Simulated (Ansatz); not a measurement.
# Dielectric function and optical constants of KGeF3 (model structure), part 2 of 2

Wanted: where KGeF3 (model structure) starts to absorb, how strongly, and its refractive index. The cell was made here by substitution or stacking, whether or not such a phase is known. It was built so: All Pb replaced by Ge and Rb replaced by K in the Pm-3m structure of RbPbF3.

Ansatz 0.2.0; DFT, PBE, plane-wave PAW, default files, scalar-relativistic, independent-particle optical response without local fields.

So far. Step 3 (Ground state and bands): There is a gap, 1.99 eV on the path, so no carriers' term is needed. The cell is left with a pressure of 0.0 GPa after its relaxation.

## 4. Spectrum

With the density converged, the vertical transitions are summed over the zone.

This step: DFT, PBE, plane-wave PAW, default files, scalar-relativistic, independent-particle optical response without local fields (Ansatz 0.2.0).

The input, input.yaml:

```yaml
crystal:
  lattice:
    - [4.4504620161, 0.0, 0.0]
    - [0.0, 4.4504620161, 0.0]
    - [0.0, 0.0, 4.4504620161]
  atoms:
    - { symbol: Ge, position: [0.5, 0.5, 0.5] }
    - { symbol: K, position: [0.0, 0.0, 0.0] }
    - { symbol: F, position: [0.5, 0.5, 0.0] }
    - { symbol: F, position: [0.5, 0.0, 0.5] }
    - { symbol: F, position: [0.0, 0.5, 0.5] }
kpoints:
  mp_grid: { grid: [5, 5, 5] }
scf:
  occupations: { method: fixed }
hamiltonian:
  xc: pbe
  pseudopotentials: { kind: paw }
output:
  optics:
    e_range: [0, 40]
    de: 0.05
    sigma: 0.15
    nscf_kmesh: { grid: [6, 6, 6] }
    bands: auto
```

Command:

```sh
ansatz run input.yaml --threads 2 --pin off --max-ram 5120MiB --backend cpu --events-out ev --progress --plain --runs-dir out
```

Numbers of over 12 decimals in the logs are rounded to 6 here.

Output:

```text
[...]
Crystal: 5 atoms, lattice volume = 88.149 Å³
Basis set: ecut = 420 eV, 1743 PW (Γ)
Bands: 27, of which v1, the nominal top of the filled ones, is band 22 counted from 1 (21 counted from 0)
Symmetry: 48 space group operations
[...]
k-points: 10 of 125
[...]
SCF iter   1: F=—  HF=-8261.145641 eV  |F-HF|=—  |Δ(HF+E_count)|=         —  Δρ=1.57e-3  dr2=1.25e-3  ethr=1.77e-3  ⟨swp⟩=4.8  Hψ=1084  notcnv=0  defer=22
[...]
SCF iter  10: F=-8261.145311 eV  HF=-8261.145311 eV  |F-HF|=1.82e-12  |Δ(HF+E_count)|=  1.27e-11  Δρ=1.63e-8  dr2=1.35e-13  ethr=1.00e-12  ⟨swp⟩=7.6  Hψ=929  notcnv=0
SCF 1 converged in 10 iterations: F = -8261.145311 eV  dr2 = 1.35e-13
[...]
output.optics: what the bands over the 97 summed would add to eps1, eps2 and the energy-loss function is held between a lower and an upper bound (5 Lanczos steps). eps1, eps2 and their loss function (loss_summed_bands) are given on every row as the summed bands alone make them. Along an axis, on a row where the two bounds hold the loss function to about 1 % of the greater of itself and 0.5 % of |1/eps|, its cell (loss_completed) is given, with the completed eps1 and eps2 that it is formed of (a cell that is left empty reads nan in the table and null in the record). The two bounds hold it so along every axis on 713 of the 801 rows up to 40.000 eV; [rest of the remark cut]
SCF converged after 10 iterations
Free energy (F): -8261.145311 eV
[...]
Internal energy: -8261.145311 eV  (E = F + TS)
E sigma→0 (E₀):  -8261.145311 eV
Fermi energy:    4.684899 eV
[...]
--- Band table (eV; the first three rows and the last of 10) ---
  k-point 0: bands = [... 18 lower, 0.6264, 0.6696, 0.6696, 0.6696, 8.7888, 10.6566, 10.6566, 11.0899, ... 1 higher]
  k-point 1: bands = [... 18 lower, 0.5866, 0.6436, 0.6436, 1.1811, 8.8761, 10.3416, 10.8476, 10.8476, ... 1 higher]
  k-point 2: bands = [... 18 lower, 0.5228, 0.6158, 0.6158, 2.4636, 8.0887, 10.5860, 10.5860, 11.1251, ... 1 higher]
  k-point 9: bands = [... 18 lower, 0.9266, 0.9266, 0.9660, 4.6849, 7.7259, 7.7259, 7.9898, 12.0167, ... 1 higher]
```

It took 36 s on 2 threads of Arm Neoverse V1, shared host; peak memory 0.82 GiB; 71 s of CPU time.

Numbers from this step:

```
electronic dielectric constant ε∞, mean over x, y and z (by symmetry where fewer were run)                                                          : 3.670
absorption onset, first axis (α over 10⁴ cm⁻¹, or the direct gap if that lies higher)                                                               : 1.989 eV
main peak of Im epsilon, first axis                                                                                                                 : 3.931 eV
centre of weight of the strongest loss peak in the window                                                                                           : 23.68 eV
photocurrent from vertical transitions in a film 500 nm thick on a perfect mirror (two passes), AM1.5G, no front reflection, all carriers collected : 14.28 mA/cm²
least direct gap on the mesh                                                                                                                        : 1.989 eV
bands summed                                                                                                                                        : 97
spectra valid up to                                                                                                                                 : 45.43 eV
program's estimate of the k-sum error in Im epsilon                                                                                                 : 0.09 %
electrons in the f-sum                                                                                                                              : 24.44
```

The Im ε, any direction has structure finer than the step of the table below, so its rows give means over 1 eV, whole bins alone (the curve runs from 0 to 35.6 eV). Peaks (eV: height): 3.9: 3.85, 8.2: 2.53, 11.9: 1.79, 20.0: 1.91, 21.4: 3.58.

Table of Im ε, any direction by photon energy; means over each step:

| photon energy (eV) | Im ε, any direction |
| --- | --- |
| 1 | 0 |
| 2 | 0.421 |
| 3 | 1.72 |
| 4 | 3.46 |
| 5 | 2.83 |
| 6 | 0.838 |
| 7 | 1.15 |
| 8 | 2.39 |
| 9 | 1.41 |
| 10 | 0.888 |
| 11 | 1.07 |
| 12 | 1.55 |
| 13 | 1.20 |
| 14 | 0.905 |
| 15 | 0.700 |
| 16 | 0.586 |
| 17 | 0.668 |
| 18 | 0.864 |
| 19 | 0.971 |
| 20 | 1.47 |
| 21 | 2.08 |
| 22 | 2.02 |
| 23 | 0.576 |
| 24 | 0.455 |
| 25 | 0.347 |
| 26 | 0.334 |
| 27 | 0.322 |
| 28 | 0.465 |
| 29 | 0.324 |
| 30 | 0.322 |
| 31 | 0.292 |
| 32 | 0.252 |
| 33 | 0.299 |
| 34 | 0.244 |
| 35 | 0.220 |

Table of Re ε, any direction by photon energy:

| photon energy (eV) | Re ε, any direction |
| --- | --- |
| 0 | 3.67 |
| 2 | 4.77 |
| 4 | 3.23 |
| 6 | 1.28 |
| 8 | 1.79 |
| 10 | 1.12 |
| 12 | 1.23 |
| 14 | 0.854 |
| 16 | 1.14 |
| 18 | 1.68 |
| 20 | 1.64 |
| 22 | -1.14 |
| 24 | 0.288 |
| 26 | 0.553 |
| 28 | 0.568 |
| 30 | 0.680 |
| 32 | 0.749 |
| 34 | 0.728 |

The loss function −Im 1/ε at q → 0, any direction has structure finer than the step of the table below, so its rows give means over 1 eV, whole bins alone (the curve runs from 0 to 35.6 eV). Peaks (eV: height): 5.6: 0.601, 8.9: 0.540, 13.2: 0.622, 23.2: 1.89, 28.0: 0.866.

Table of loss function −Im 1/ε at q → 0, any direction by energy loss; means over each step:

| energy loss (eV) | loss function −Im 1/ε at q → 0, any direction |
| --- | --- |
| 1 | 0 |
| 2 | 0.0178 |
| 3 | 0.0688 |
| 4 | 0.149 |
| 5 | 0.334 |
| 6 | 0.358 |
| 7 | 0.141 |
| 8 | 0.278 |
| 9 | 0.496 |
| 10 | 0.394 |
| 11 | 0.250 |
| 12 | 0.377 |
| 13 | 0.536 |
| 14 | 0.535 |
| 15 | 0.443 |
| 16 | 0.321 |
| 17 | 0.281 |
| 18 | 0.262 |
| 19 | 0.295 |
| 20 | 0.315 |
| 21 | 0.276 |
| 22 | 0.447 |
| 23 | 1.63 |
| 24 | 1.61 |
| 25 | 1.12 |
| 26 | 0.780 |
| 27 | 0.535 |
| 28 | 0.740 |
| 29 | 0.604 |
| 30 | 0.565 |
| 31 | 0.526 |
| 32 | 0.406 |
| 33 | 0.470 |
| 34 | 0.415 |
| 35 | 0.360 |

The refractive index n and extinction k by photon energy:

| photon energy (eV) | n | k |
| --- | --- | --- |
| 0 | 1.92 | 0 |
| 1 | 1.95 | 0 |
| 2 | 2.18 | 0.0603 |
| 3 | 2.19 | 0.382 |
| 4 | 2.03 | 0.940 |
| 5 | 1.50 | 1.08 |
| 6 | 1.17 | 0.316 |
| 7 | 1.62 | 0.333 |
| 8 | 1.55 | 0.786 |
| 9 | 1.12 | 0.579 |
| 10 | 1.14 | 0.424 |
| 11 | 1.40 | 0.365 |
| 12 | 1.30 | 0.675 |
| 13 | 1.08 | 0.610 |
| 14 | 1.04 | 0.477 |
| 15 | 1.09 | 0.361 |
| 16 | 1.10 | 0.260 |
| 17 | 1.18 | 0.280 |
| 18 | 1.34 | 0.338 |
| 19 | 1.30 | 0.373 |
| 20 | 1.44 | 0.662 |
| 21 | 1.51 | 0.507 |
| 22 | 0.868 | 1.37 |
| 23 | 0.512 | 0.558 |
| 24 | 0.644 | 0.355 |
| 25 | 0.697 | 0.219 |
| 26 | 0.772 | 0.207 |
| 27 | 0.847 | 0.176 |
| 28 | 0.809 | 0.294 |
| 29 | 0.838 | 0.173 |
| 30 | 0.845 | 0.184 |
| 31 | 0.839 | 0.177 |
| 32 | 0.877 | 0.144 |
| 33 | 0.878 | 0.182 |
| 34 | 0.863 | 0.133 |
| 35 | 0.880 | 0.124 |

Values under 1 per cm are given as 1. The absorption coefficient, any direction by photon energy:

| photon energy (eV) | absorption coefficient, any direction (1/cm) |
| --- | --- |
| 0.00 | 1 |
| 1.00 | 1 |
| 2.00 | 12224 |
| 3.00 | 1.2e5 |
| 4.00 | 3.8e5 |
| 5.00 | 5.5e5 |
| 6.00 | 1.9e5 |
| 7.00 | 2.4e5 |
| 8.00 | 6.4e5 |
| 9.00 | 5.3e5 |
| 10.00 | 4.3e5 |
| 11.00 | 4.1e5 |
| 12.00 | 8.2e5 |
| 13.00 | 8.0e5 |
| 14.00 | 6.8e5 |
| 15.00 | 5.5e5 |
| 16.00 | 4.2e5 |
| 17.00 | 4.8e5 |
| 18.00 | 6.2e5 |
| 19.00 | 7.2e5 |
| 20.00 | 1.3e6 |
| 21.00 | 1.1e6 |
| 22.00 | 3.1e6 |
| 23.00 | 1.3e6 |
| 24.00 | 8.6e5 |
| 25.00 | 5.5e5 |
| 26.00 | 5.5e5 |
| 27.00 | 4.8e5 |
| 28.00 | 8.3e5 |
| 29.00 | 5.1e5 |
| 30.00 | 5.6e5 |
| 31.00 | 5.6e5 |
| 32.00 | 4.7e5 |
| 33.00 | 6.1e5 |
| 34.00 | 4.6e5 |
| 35.00 | 4.4e5 |

From ε follow the optical constants at some laser and lamp lines:

| wavelength (nm) | n | k | R (%) | 1/α |
| --- | --- | --- | --- | --- |
| 1550 | 1.94 | 0.000 | 10.2 | over 1 mm |
| 1064 | 1.97 | 0.000 | 10.6 | over 1 mm |
| 532 | 2.19 | 0.220 | 14.4 | 192 nm |
| 450 | 2.18 | 0.325 | 14.7 | 110 nm |
| 365 | 2.22 | 0.507 | 16.5 | 57 nm |
| 308 | 2.01 | 0.942 | 19.2 | 26 nm |
| 248 | 1.50 | 1.080 | 19.1 | 18 nm |

Rows near the edge hang on the gap, which this functional as a rule makes too small, and phonon-assisted absorption is left out.

A film 1 µm thick would pass 6 % of daylight and look red, dark in transmission (x = 0.663, y = 0.335). A larger true gap would move the edge to shorter wavelengths and change the colour.

The f-sum over the summed bands holds 24.4 of the cell's 44 electrons outside the frozen cores, 24 of which lie in bands more than 12 eV below the Fermi level, whose transitions come at higher energies. Up to 36 eV the strength has a mean oscillator energy of 10.6 eV, well above the main peak, so higher transitions carry much of it.

## 5. Static response with local fields

A static field by perturbation theory: the induced potential is included, and the Born charges come with it.

This step: DFT, PBE, plane-wave PAW, default files, scalar-relativistic, static field response by perturbation theory with local fields (Ansatz 0.2.0).

input.yaml, as its differences from that of step 4:

```diff
@@ -18,8 +18,2 @@
   pseudopotentials: { kind: paw }
-output:
-  optics:
-    e_range: [0, 40]
-    de: 0.05
-    sigma: 0.15
-    nscf_kmesh: { grid: [6, 6, 6] }
-    bands: auto
+dielectric: {}
```

Output:

```text
[...]
Crystal: 5 atoms, lattice volume = 88.149 Å³
Basis set: ecut = 420 eV, 1743 PW (Γ), exchange–correlation on 60×60×60 points (8 copies of the dense FFT grid, shifted against one another)
Bands: 27, of which v1, the nominal top of the filled ones, is band 22 counted from 1 (21 counted from 0)
Symmetry: 48 space group operations
k-points: 18 of 125 (irreducible under 8 space group operations, time reversal used)
[...]
SCF iter   1: F=—  HF=-8261.145335 eV  |F-HF|=—  |Δ(HF+E_count)|=         —  Δρ=1.57e-3  dr2=1.24e-3  ethr=1.77e-3  ⟨swp⟩=4.8  Hψ=1951  notcnv=0  defer=42
[...]
SCF iter   9: F=-8261.145023 eV  HF=-8261.145023 eV  |F-HF|=8.19e-11  |Δ(HF+E_count)|=  1.46e-10  Δρ=2.98e-7  dr2=3.78e-11  ethr=1.00e-12  ⟨swp⟩=7.8  Hψ=1768  notcnv=0
SCF 1 converged in 9 iterations: F = -8261.145023 eV  dr2 = 3.78e-11
[...]
DFPT response loops at Γ: preconditioner auto → none (the input reference at scf.mixing.eps_inf says where Resta's filter doesn't serve); β = 0.50; Broyden in place of MSR1
── the response to a field inside a basis, on 10×10×10 k-points: an SCF that follows is theirs, and a resumed run solves both again ──
Bands: 23, of which v1, the nominal top of the filled ones, is band 22 counted from 1 (21 counted from 0)
k-points: 35 of 1000
[...]
Eigensolver: Dense (35 Hₖ)
SCF iter   1: F=—  HF=-8261.122006 eV  |F-HF|=—  |Δ(HF+E_count)|=         —  Δρ=5.10e-4  dr2=7.16e-5  ethr=1.00e-1
[...]
SCF iter   4: F=-8261.121989 eV  HF=-8261.121989 eV  |F-HF|=9.81e-9  |Δ(HF+E_count)|=   5.57e-7  Δρ=1.42e-5  dr2=8.56e-8  ethr=4.60e-9
SCF 1 converged in 4 iterations: F = -8261.121989 eV  dr2 = 8.56e-8
[...]
SCF converged after 9 iterations
Free energy (F): -8261.145023 eV
[...]
Internal energy: -8261.145023 eV  (E = F + TS)
E sigma→0 (E₀):  -8261.145023 eV
Fermi energy:    4.685010 eV
[...]
--- Band table (eV; the first three rows and the last of 18) ---
  k-point 0: bands = [... 18 lower, 0.6265, 0.6696, 0.6696, 0.6696, 8.7887, 10.6567, 10.6567, 11.0900, ... 1 higher]
  k-point 1: bands = [... 18 lower, 0.5866, 0.6437, 0.6437, 1.1812, 8.8761, 10.3417, 10.8477, 10.8477, ... 1 higher]
  k-point 2: bands = [... 18 lower, 0.5229, 0.6159, 0.6159, 2.4637, 8.0888, 10.5860, 10.5860, 11.1252, ... 1 higher]
  k-point 17: bands = [... 18 lower, 0.9267, 0.9267, 0.9661, 4.6850, 7.7260, 7.7260, 7.9899, 12.0165, ... 1 higher]
--- Dielectric response (ions clamped): 3 representative field directions + reference, inside a basis on a mesh of 1000 k-points (Σ response iterations 15) ---
  ε∞ (high-frequency dielectric tensor):
        3.423368    -0.000000     0.000000
       -0.000000     3.423368     0.000000
        0.000000     0.000000     3.423368
  Born effective charges Z* (e; rows j = field, columns β = displacement):
    site 0:
         3.65179    0.00000    0.00000
        -0.00000    3.65179    0.00000
         0.00000    0.00000    3.65179
    site 1:
         1.21864   -0.00000    0.00000
         0.00000    1.21864    0.00000
        -0.00000    0.00000    1.21864
    site 2:
        -0.51540   -0.00000    0.00000
         0.00000   -0.51540    0.00000
         0.00000    0.00000   -3.83964
    site 3:
        -0.51540    0.00000    0.00000
        -0.00000   -3.83964    0.00000
         0.00000    0.00000   -0.51540
    site 4:
        -3.83964    0.00000   -0.00000
        -0.00000   -0.51540    0.00000
         0.00000    0.00000   -0.51540
  Z* charge neutrality: 2.447e-3 e pre-enforcement
  solved inside a basis spanned on kpoints, on 10×10×10 k-points, its susceptibility summed on 12×12×12: ε∞ is read to err by 1.1e-2, Z* by 2.4e-2 e (field_mesh: kpoints solves on kpoints); Z* is corrected for what the basis lacks
```

The job ended after 29 s (2 threads; peak memory 0.56 GiB; 56 s of CPU time).

This step gave:

```
electronic dielectric constant ε∞, mean over x, y and z (by symmetry where fewer were run) : 3.423
```

ε∞ with local fields:

```
3.42 0.00 0.00
0.00 3.42 0.00
0.00 0.00 3.42
```

Diagonal elements. Born, by row:

| atom | Z*xx (e) | Z*yy (e) | Z*zz (e) |
| --- | --- | --- | --- |
| Ge1 | 3.652 | 3.652 | 3.652 |
| K2 | 1.219 | 1.219 | 1.219 |
| F3 | -0.515 | -0.515 | -3.84 |
| F4 | -0.515 | -3.84 | -0.515 |
| F5 | -3.84 | -0.515 | -0.515 |

The ε∞ with local fields is isotropic, 3.42.

## 6. Summary of results

```
gap on the path                                                                                                                                     : 1.99 eV
least direct gap on the path                                                                                                                        : 1.99 eV
electronic dielectric constant ε∞, mean over x, y and z (by symmetry where fewer were run) (independent particles)                                  : 3.67
absorption onset, first axis (α over 10⁴ cm⁻¹, or the direct gap if that lies higher)                                                               : 1.99 eV
main peak of Im epsilon, first axis                                                                                                                 : 3.93 eV
centre of weight of the strongest loss peak in the window, first axis                                                                               : 23.7 eV
photocurrent from vertical transitions in a film 500 nm thick on a perfect mirror (two passes), AM1.5G, no front reflection, all carriers collected : 14.3 mA/cm²
electronic dielectric constant ε∞, mean over x, y and z (by symmetry where fewer were run) (static response with local fields)                      : 3.42
```

What this shows: At this level (PBE, independent particles) KGeF3 has ε∞ = 3.67 (3.42 with local fields) and n = 1.94 at 1550 nm; absorption sets in near 2.0 eV, and Im ε peaks at 3.9 eV. The cell shrank by 4.0 % in volume. The gap on the path is direct, 1.99 eV. Absorption passes 10⁴ cm⁻¹ from the direct gap on, 1.99 eV, inside the visible range. The strongest loss structure up to 36 eV has its centre of weight at 23.7 eV; a free-electron gas of the 24.4 electrons in the f-sum would put its plasmon at 19.6 eV. Distinct maxima of Im ε, read by a parabola through the highest points, lie at 3.93 eV (3.9), 8.21 eV (2.5), 21.39 eV (3.6) and 21.86 eV (2.9). The f-sum over the summed bands holds 24.4 of the cell's 44 electrons outside the frozen cores, 24 of which lie in bands more than 12 eV below the Fermi level, whose transitions come at higher energies. Up to 36 eV the strength has a mean oscillator energy of 10.6 eV, well above the main peak, so higher transitions carry much of it. A film 1 µm thick would pass 6 % of daylight and look red, dark in transmission (x = 0.663, y = 0.335). A larger true gap would move the edge to shorter wavelengths and change the colour. In the base spectrum excitons and phonon-assisted transitions are missing, and so are local fields; PBE gaps are as a rule too small, which pulls the onset down and ε∞ up. In the base run ε includes the program's bounded estimate of what the bands above those summed add.

[Logs are printed without paths, hosts, clocks, repeated set-up lines and the standing remarks that a program may print on its own settings, such as how far it seeks lower states.]

[Hosts, paths, dates, database ids (printed as entryN), source tags and the programs' standing remarks are cut or masked in the printed files.]
